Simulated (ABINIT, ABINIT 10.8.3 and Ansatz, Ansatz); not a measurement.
# Excitons of PbO (P4/nmm) on ever denser meshes

Aim: follow the lowest exciton of PbO (P4/nmm) as the mesh is refined.

Main program and level: ABINIT 10.8.3 and Ansatz 0.2.0; PBE and many-body steps on it, plane waves.

The database entry behind the starting cell differs from later determinations by our own check (c about 1 % long), so it need not match the best structure at ambient conditions.

### Step 1. Set-up

It takes space group P4/nmm (No. 129, tetragonal). Conventional cell: a = 3.975 Å, b = 3.975 Å, c = 5.023 Å, α = 90.00°, β = 90.00°, γ = 90.00°. Nearest to Pb lie 4 O at 2.32 Å. O has 4 Pb at 2.32 Å nearest. Farther neighbours and most contacts between anions are not listed.

As a file:

```cif
data_structure
_symmetry_space_group_name_H-M 'P4/nmm:1'
_symmetry_Int_Tables_number 129
_cell_length_a 3.9748
_cell_length_b 3.9748
_cell_length_c 5.0227
_cell_angle_alpha 90.000
_cell_angle_beta 90.000
_cell_angle_gamma 90.000
_cell_volume 79.35
loop_
_atom_site_label
_atom_site_type_symbol
_atom_site_symmetry_multiplicity
_atom_site_Wyckoff_symbol
_atom_site_fract_x
_atom_site_fract_y
_atom_site_fract_z
_atom_site_occupancy
Pb1 Pb 2 c 0.00000 0.50000 0.23851 1
O1 O 2 a 0.00000 0.00000 0.00000 1
```

The cell and positions come from the Crystallography Open Database and are kept as given unless a step says otherwise. Spin-orbit coupling is left out unless a step names it.

### Step 2. Empty states on the mesh, 4×4×2 mesh, 99 bands

This step: ABINIT 10.8.3; DFT, PBE, plane waves, norm-conserving pseudopotentials.

The sums over transitions need many empty states on a uniform mesh; this step solves for them.

The input, run.abi:

```
acell 3*1.0 Angstrom
rprim 
  3.974800000000 0.000000000000 0.000000000000
  0.000000000000 3.974800000000 0.000000000000
  0.000000000000 0.000000000000 5.022700000000
ntypat 2
znucl 82 8
natom 4
typat 1 1 2 2
xred 
  0.000000000000 0.500000000000 0.238514000000
  0.500000000000 0.000000000000 0.761486000000
  0.000000000000 0.000000000000 0.000000000000
  0.500000000000 0.500000000000 0.000000000000
pp_dirpath "pseudos"
pseudos "Pb.upf, O.upf"
ecut 36
ngkpt 4 4 2
nshiftk 1
shiftk 0 0 0
kptopt 1
chksymbreak 0
iscf -2
irdden 1
istwfk *1
nband 99
nbdbuf 8
tolwfr 1e-09
nstep 60
prtvol 0
indata_prefix "in"
outdata_prefix "out"
tmpdata_prefix "tmp"
```

On the command line:

```console
> OMP_NUM_THREADS=1 mpirun -n 8 abinit run.abi > log
```

Numbers of over 12 decimals in the logs are rounded to 6 here.

The log of the run:

```text
.Version 10.8.3 of ABINIT. v10.8.2 released Aug 2026.

 Symmetries : space group P4/n m m (#129); Bravais tP (primitive tetrag.)
[... echo of the input left out ...]
== DATASET  1 ==================================================================
-   mpi_nproc: 8, omp_nthreads: 1 (-1 if OMP is not activated)
-    --> not optimal distribution: autoparal keyword recommended in input file <--

--- !DatasetInfo
iteration_state: {dtset: 1, }
dimensions: {natom: 4, nkpt: 12, mband: 99, nsppol: 1, nspinor: 1, nspden: 1, mpw: 5556, }
cutoff_energies: {ecut:  36.0, pawecutdg:  -1.0, }
[...]
1.76265    1.76265    1.77429    1.77430    1.77762    1.80804    1.81010    1.81578
   1.81578    1.81973    1.81973    1.94572    1.94572    1.96852    1.97906    1.97908
   1.98791    2.02064    2.06015
 prteigrs : prtvol=0 or 1, do not print more k-points.

== END DATASET(S) ==============================================================
================================================================================

 -outvars: echo values of variables after computation  --------
            nband          99
             nkpt          12
          spgroup         129
 [... the other variables as echoed above ...]

 Calculation completed.
```

Run time: 28 s. Hardware: 8 MPI ranks of Arm Neoverse V2, shared host; peak memory 0.65 GiB.

This step gave:

```
gap                                                           : 1.154 eV
k of the valence top                                          : 0, 0, 0
k of the conduction bottom                                    : 0.5, 0.5, 0
least direct gap                                              : 2.145 eV
k points computed                                             : 12
lowest point of the top converged band, above the valence top : 45.76 eV
```

On this mesh the gap is 1.154 eV.

The density comes from a self-consistent run that is not shown.

### Step 3. Screening, 4×4×2 mesh, 91 bands, screening to 119.7 eV

The RPA dielectric matrix is built and inverted for each q.

This step: RPA screening on PBE, plane waves, norm-conserving pseudopotentials.

Edit run.abi of step 2 so:

```diff
@@ -22,10 +22,11 @@
 chksymbreak 0
-iscf -2
-irdden 1
 istwfk *1
-nband 99
-nbdbuf 8
-tolwfr 1e-09
-nstep 60
-prtvol 0
+occopt 1
+irdwfk 1
+optdriver 3
+nband 91
+ecuteps 4.4
+inclvkb 2
+awtr 1
+symchi 1
 indata_prefix "in"
```

The log of the run:

```text
.Version 10.8.3 of ABINIT. v10.8.2 released Aug 2026.

 Symmetries : space group P4/n m m (#129); Bravais tP (primitive tetrag.)
[... echo of the input left out ...]
== DATASET  1 ==================================================================
-   mpi_nproc: 8, omp_nthreads: 1 (-1 if OMP is not activated)

--- !DatasetInfo
iteration_state: {dtset: 1, }
dimensions: {natom: 4, nkpt: 12, mband: 91, nsppol: 1, nspinor: 1, nspden: 1, mpw: 5556, }
cutoff_energies: {ecut:  36.0, pawecutdg:  -1.0, }
[...]
--------------------------------------------------------------------------------
[... chi0 elements left out ...]
 For q-point:  0.000010 0.000020 0.000030
  dielectric constant =   6.4767
  dielectric constant without local fields =   7.3961

  Average fulfillment of the sum rule on Im[epsilon] for q-point    1 :     62.95  [%]
[... wings left out ...]
  q-point number  2        q = ( 0.250000, 0.000000, 0.000000) [r.l.u.]
--------------------------------------------------------------------------------
[... chi0 elements left out ...]
  Average fulfillment of the sum rule on Im[epsilon] for q-point    2 :     87.44  [%]

 [... 10 further q-points ...]
```

It took 26 s on 8 MPI ranks; peak memory 2.4 GiB; 3.5 min of CPU time.

This step gave:

- ε∞ with local fields, on this mesh, along the program's q direction: 6.477
- the same without local fields: 7.396
- plasma frequency: 26.36 eV
- plane waves in the screening matrix: 245

Local fields lower ε∞ by 12 %. On a Γ-centred mesh this coarse the value itself is usually too large, while a short band sum pulls it down.

### Step 4. Self-energy, 4×4×2 mesh, 91 bands, screening to 119.7 eV

The self-energy is evaluated for the states that the input lists, and the levels follow from it, in one-shot runs by the linearised quasiparticle equation.

This step: G0W0 on PBE, plane waves, norm-conserving pseudopotentials.

Edit run.abi of step 3 so:

```diff
@@ -25,8 +25,17 @@
 irdwfk 1
-optdriver 3
+optdriver 4
 nband 91
+gwcalctyp 0
+ecutsigx 36
+symsigma 1
+nkptgw 2
+kptgw 
+  0.0000000000 0.0000000000 0.0000000000
+  0.5000000000 0.5000000000 0.0000000000
+bdgw 
+  18 22
+  19 22
 ecuteps 4.4
-inclvkb 2
-awtr 1
-symchi 1
+irdscr 1
+ppmodel 1
 indata_prefix "in"
```

The log of the run:

```text
.Version 10.8.3 of ABINIT. v10.8.2 released Aug 2026.

 Symmetries : space group P4/n m m (#129); Bravais tP (primitive tetrag.)
[... echo of the input left out ...]
== DATASET  1 ==================================================================
-   mpi_nproc: 8, omp_nthreads: 1 (-1 if OMP is not activated)

--- !DatasetInfo
iteration_state: {dtset: 1, }
dimensions: {natom: 4, nkpt: 12, mband: 91, nsppol: 1, nspinor: 1, nspden: 1, mpw: 5556, }
cutoff_energies: {ecut:  36.0, pawecutdg:  -1.0, }
[...]
Band     E0 <VxcDFT>   SigX SigC(E0)      Z dSigC/dE  Sig(E)    E-E0       E
[...]
21   4.913  -9.610  -6.789  -2.695   0.833  -0.200  -9.505   0.105   5.017
       22   4.913  -9.610  -6.789  -2.695   0.833  -0.200  -9.505   0.105   5.018

== END DATASET(S) ==============================================================
================================================================================

 -outvars: echo values of variables after computation  --------
           etotal      0.0000000000E+00
            nband          91
             nkpt          12
          spgroup         129
 [... the other variables as echoed above ...]

 Calculation completed.
```

It took 6.1 s on 8 MPI ranks; peak memory 1.4 GiB.

This step gave:

| Property | Result |
| --- | --- |
| G0W0 gap on the points computed | 1.128 eV |
| starting gap on the mesh | 1.154 eV |
| k of the valence top | 0, 0, 0 |
| k of the conduction bottom | 0.5, 0.5, 0 |
| least direct G0W0 gap on the computed points | 1.825 eV |

The gap on the mesh goes from 1.15 eV to 1.13 eV, a correction of −0.03 eV.

The gap opens by -0.026 eV; the next steps shift the empty bands rigidly by -0.026 eV. The least direct G0W0 gap is 1.825 eV, so this shift leaves the direct transitions +0.29 eV off.

### Step 5. Excitons

Optical absorption needs the electron-hole interaction, solved here in a basis of vertical transitions on the mesh.

This step: Bethe-Salpeter equation on PBE with a scissors shift, plane waves, norm-conserving pseudopotentials.

Edit run.abi of step 4 so:

```diff
@@ -25,17 +25,17 @@
 irdwfk 1
-optdriver 4
-nband 91
-gwcalctyp 0
-ecutsigx 36
-symsigma 1
-nkptgw 2
-kptgw 
-  0.0000000000 0.0000000000 0.0000000000
-  0.5000000000 0.5000000000 0.0000000000
-bdgw 
-  18 22
-  19 22
-ecuteps 4.4
+optdriver 99
+bs_calctype 1
+mbpt_sciss -0.026 eV
+bs_loband 14
+nband 26
+bs_exchange_term 1
+bs_coulomb_term 11
+bs_coupling 0
+bs_algorithm 1
+bs_freq_mesh 0 8 0.05 eV
+zcut 0.15 eV
+ecuteps 4
+ecutwfn 18
+inclvkb 2
 irdscr 1
-ppmodel 1
 indata_prefix "in"
```

The log of the run:

```text
.Version 10.8.3 of ABINIT. v10.8.2 released Aug 2026.

 Symmetries : space group P4/n m m (#129); Bravais tP (primitive tetrag.)
[... echo of the input left out ...]
== DATASET  1 ==================================================================
-   mpi_nproc: 8, omp_nthreads: 1 (-1 if OMP is not activated)

--- !DatasetInfo
iteration_state: {dtset: 1, }
dimensions: {natom: 4, nkpt: 12, mband: 26, nsppol: 1, nspinor: 1, nspden: 1, mpw: 1976, }
cutoff_energies: {ecut:  18.0, pawecutdg:  -1.0, }
electrons: {nelect:   4.00000000E+01, charge:   0.00000000E+00, occopt:   1.00000000E+00, tsmear:   1.00000000E-02, }

 Exciton: Calculation of dielectric properties by solving the Bethe-Salpeter equation
 in frequency domain and reciprocal space on a transitions basis set.
 Based on a program developed by L. Reining, V. Olevano, F. Sottile,
 S. Albrecht, and G. Onida. Incorporated in ABINIT by M. Giantomassi.

.Using double precision arithmetic ; gwpc =  8

[... cell and pseudopotentials left out ...]
--------------------------------------------------------------------------------

 ==== K-mesh for the wavefunctions ====
 Number of points in the irreducible wedge :    12
[... list of points left out ...]
 Together with 16 symmetry operations and time-reversal symmetry
 yields    32 points in the full Brillouin Zone.

 ==== Q-mesh for the screening function ====
 Number of points in the irreducible wedge :    12
[... list of points left out ...]
 Together with 16 symmetry operations and time-reversal symmetry
 yields    32 points in the full Brillouin Zone.

 vcoul_init : cutoff-mode = AUXILIARY_FUNCTION
 q-points for optical limit:   1
     1)      0.000010    0.000020    0.000030
 setmesh: FFT mesh size selected  =    24x   24x   27
          total number of points  =        15552

 ==== Fundamental parameters for the solution of the Bethe-Salpeter equation: ====
 Algorithm: Direct diagonalization.
 Dimension of the v, W matrices,  npweps  = 213
 Cutoff for the wavefunctions,    npwwfn  = 1947
 Number of k-points in the IBZ,   nkibz   = 12
 Highest empty band included,     nband   = 26
 === Spin UP ===
 Number of resonant transitions          1344
 Lowest occupied state                   14
 Highest occupied state                  20
 Lowest unoccupied state                 21
 Highest unoccupied state                26
 Minimum frequency [eV]           Emin    =   0.00
 Maximum frequency [eV]           Emax    =   8.00
 Frequency step [eV]              dE      =   0.05
 Lorentzian broadening [eV]       eta     =   0.15
 RPA L0 with KS energies and KS wavefunctions
 Scissors operator energy [eV] =         -0.03
 Local fields effects (v term) included
 Excitonic effects (W term) included
 Full W_GG' included
 W is read from an external SCR file
 Resonant-only calculation (Hermitian case)

 Calculating epsilon_Macro(q-->0,w), along the following directions:
 q = (  1.195458  0.000000  0.000000) [r.l.u.]
 q = (  0.000000  1.195458  0.000000) [r.l.u.]
 q = (  0.000000  0.000000  1.510624) [r.l.u.]
 q = (  1.195458  0.000000  0.000000) [r.l.u.]
 q = (  0.000000  1.195458  0.000000) [r.l.u.]
 q = (  0.000000  0.000000  1.510624) [r.l.u.]
 Number of electrons calculated from density =   39.9768; Expected =   40.0000
 average of density, n =  0.074652
 r_s =    1.4733
 omega_plasma =   26.3559 [eV]

. Writing resonant excitonic Hamiltonian on file out_BSR; file size=   0.01 [Gb].
 Direct diagonalization of the resonant excitonic Hamiltonian, Matrix size= 1344
. Using LAPACK sequential version.
 Excitonic eigenvalues in eV up to n=   32
   1.71968   1.72406   1.72664   1.73035   1.97733   2.41179   2.41663   2.42546
   2.43057   2.59199   2.80328   2.82996   2.84610   2.87394   2.99218   2.99827
   3.01026   3.01606   3.09121   3.10632   3.10644   3.12849   3.13155   3.14901
   3.15061   3.15304   3.22543   3.22585   3.25686   3.26617   3.27058   3.27588

 First excitonic eigenvalue=    1.72 [eV]
 Last  excitonic eigenvalue=   16.60 [eV]

 GW  direct gap       2.12  0.00 [eV]
 EXC direct gap       1.72  0.00 [eV]
 EXC binding energy   0.40  0.00 [eV]

 Excitonic eigenvalues up to the GW energy gap [eV]
  1 (  1.72  0.00)
  2 (  1.72  0.00)
  3 (  1.73  0.00)
  4 (  1.73  0.00)
  5 (  1.98  0.00)

 Macroscopic dielectric function:
 omega [eV] <KS_RPA_nlf>  <GW_RPA_nlf>  <BSE>
   0.0000   6.8842   0.0000   6.9210   0.0000   8.0510   0.0000
   0.0500   6.8852   0.0057   6.9219   0.0059   8.0527   0.0106
   0.1000   6.8880   0.0115   6.9249   0.0118   8.0579   0.0213
   0.1500   6.8928   0.0173   6.9297   0.0177   8.0667   0.0321
   0.2000   6.8995   0.0232   6.9366   0.0237   8.0790   0.0430
   0.2500   6.9081   0.0291   6.9454   0.0298   8.0950   0.0542
   0.3000   6.9187   0.0351   6.9562   0.0360   8.1146   0.0656
   0.3500   6.9313   0.0412   6.9692   0.0423   8.1381   0.0774
   0.4000   6.9459   0.0475   6.9841   0.0487   8.1654   0.0897
   0.4500   6.9626   0.0539   7.0013   0.0553   8.1969   0.1024

 Writing KS-RPA macroscopic dielectric function without local fields to file: out_RPA_NLF_MDF
 Writing GW-RPA macroscopic dielectric function without local fields to file: out_GW_NLF_MDF
 Writing EXC Macroscopic dielectric function to file: out_EXC_MDF

== END DATASET(S) ==============================================================
================================================================================

 -outvars: echo values of variables after computation  --------
           etotal      0.0000000000E+00
            nband          26
             nkpt          12
          spgroup         129
 [... the other variables as echoed above ...]

 Calculation completed.
```

Wall time 32 s (8 MPI ranks); peak memory 0.99 GiB; 4.2 min of CPU time.

Numbers from this step:

- direct gap of the transition levels: 2.119 eV
- transitions in the window: 1344
- first strong exciton (over a fiftieth of the strongest listed): 1.720 eV
- lowest state: 1.720 eV
- binding of the lowest state below the direct gap: 0.3996 eV
- Coulomb term of one mesh cell: 0.4628 eV

The binding is 0.86 times the screened Coulomb term of one mesh cell (0.46 eV), so it is not shown settled.

The lowest state lies at 1.720 eV, 0.400 eV under the direct gap.

Lines within 3 meV are set at the lowest of them, and the highest group, which the list may cut short, is left out. Lines of the exciton spectrum (strongest = 100):

| position (eV) | lines merged | oscillator strength, relative |
| --- | --- | --- |
| 1.720 | 1 | 58 |
| 1.724 | 2 | 57 |
| 1.730 | 1 | 0.2 |
| 1.977 | 1 | 31 |
| 2.412 | 1 | 83 |
| 2.417 | 1 | 81 |
| 2.425 | 1 | 4.2 |
| 2.431 | 1 | 0.8 |
| 2.592 | 1 | 0.0 |
| 2.803 | 1 | 52 |
| 2.830 | 1 | 56 |
| 2.846 | 1 | 0.6 |
| 2.874 | 1 | 0.1 |
| 2.992 | 1 | 100 |

Mean over the three Cartesian directions of q; broadening 0.15 eV; transition window only. Limits: finite bands, cutoff and mesh; exchange with frozen shells missing; no spin-orbit coupling; coarse k mesh; exciton not shown settled in the k mesh. The ε₂ by photon energy; read off at these points:

| photon energy (eV) | BSE | no electron-hole interaction | Kohn-Sham, no shift |
| --- | --- | --- | --- |
| 0.00 | 0 | 0 | 0 |
| 0.20 | 0.0430 | 0.0237 | 0.0232 |
| 0.40 | 0.0897 | 0.0487 | 0.0475 |
| 0.60 | 0.145 | 0.0763 | 0.0744 |
| 0.80 | 0.216 | 0.109 | 0.106 |
| 1.00 | 0.320 | 0.149 | 0.145 |
| 1.20 | 0.501 | 0.204 | 0.197 |
| 1.40 | 0.920 | 0.287 | 0.275 |
| 1.60 | 2.39 | 0.433 | 0.409 |
| 1.80 | 3.42 | 0.781 | 0.712 |
| 2.00 | 2.59 | 2.02 | 1.75 |
| 2.20 | 2.88 | 2.76 | 2.97 |
| 2.40 | 6.11 | 1.92 | 1.97 |
| 2.60 | 4.89 | 2.26 | 2.10 |
| 2.80 | 8.31 | 4.65 | 4.47 |
| 3.00 | 15.1 | 3.39 | 3.43 |
| 3.10 | 17.7 | 3.90 | 3.66 |
| 3.20 | 17.0 | 5.42 | 4.97 |
| 3.40 | 13.3 | 10.2 | 9.38 |
| 3.60 | 11.7 | 13.1 | 13.0 |
| 3.75 | 7.13 | 14.1 | 14.1 |
| 3.80 | 6.16 | 13.9 | 14.0 |
| 4.00 | 4.20 | 12.5 | 12.9 |
| 4.20 | 5.10 | 6.87 | 7.39 |
| 4.40 | 6.94 | 4.49 | 4.62 |
| 4.50 | 7.63 | 4.63 | 4.52 |
| 4.60 | 6.96 | 4.96 | 4.92 |
| 4.80 | 6.39 | 6.54 | 6.07 |
| 5.00 | 6.46 | 6.86 | 7.04 |
| 5.20 | 7.46 | 6.18 | 6.21 |
| 5.40 | 6.93 | 6.14 | 5.98 |
| 5.60 | 7.84 | 7.55 | 7.40 |
| 5.80 | 6.02 | 7.31 | 7.39 |
| 6.00 | 4.62 | 9.89 | 9.63 |
| 6.05 | 4.27 | 9.89 | 9.97 |
| 6.20 | 3.98 | 7.64 | 7.91 |
| 6.40 | 4.38 | 6.26 | 6.59 |
| 6.60 | 2.93 | 4.80 | 4.95 |
| 6.80 | 2.70 | 5.36 | 5.19 |
| 7.00 | 3.68 | 3.57 | 3.89 |
| 7.20 | 2.26 | 3.34 | 3.19 |
| 7.40 | 1.67 | 4.94 | 4.75 |
| 7.60 | 1.67 | 3.77 | 4.13 |
| 7.80 | 1.68 | 2.25 | 2.32 |

(Part 1 of 3 ends here.)

[Paths, hosts, dates, memory and timing lines, banners, echoed tables and standing remarks are left out of the program output.]

[Logs are printed without paths, hosts, clocks, repeated set-up lines and the standing remarks that a program may print on its own settings, such as how far it seeks lower states.]

[Runs of the session that timed out or met a known fault of the program may be left out.]

[Hosts, paths, dates, database ids (printed as entryN), source tags and the programs' standing remarks are cut or masked in the printed files.]

[G0W0 gaps are taken among the corrected bands and points alone; a level outside them can change the order at an edge.]

[Where Ansatz stands beside ABINIT at settings called matched, ABINIT's density can come from a denser mesh and the files from another edition; pairs whose starting gaps differed by over 0.03 eV were left out, so agreement reads better than it is.]
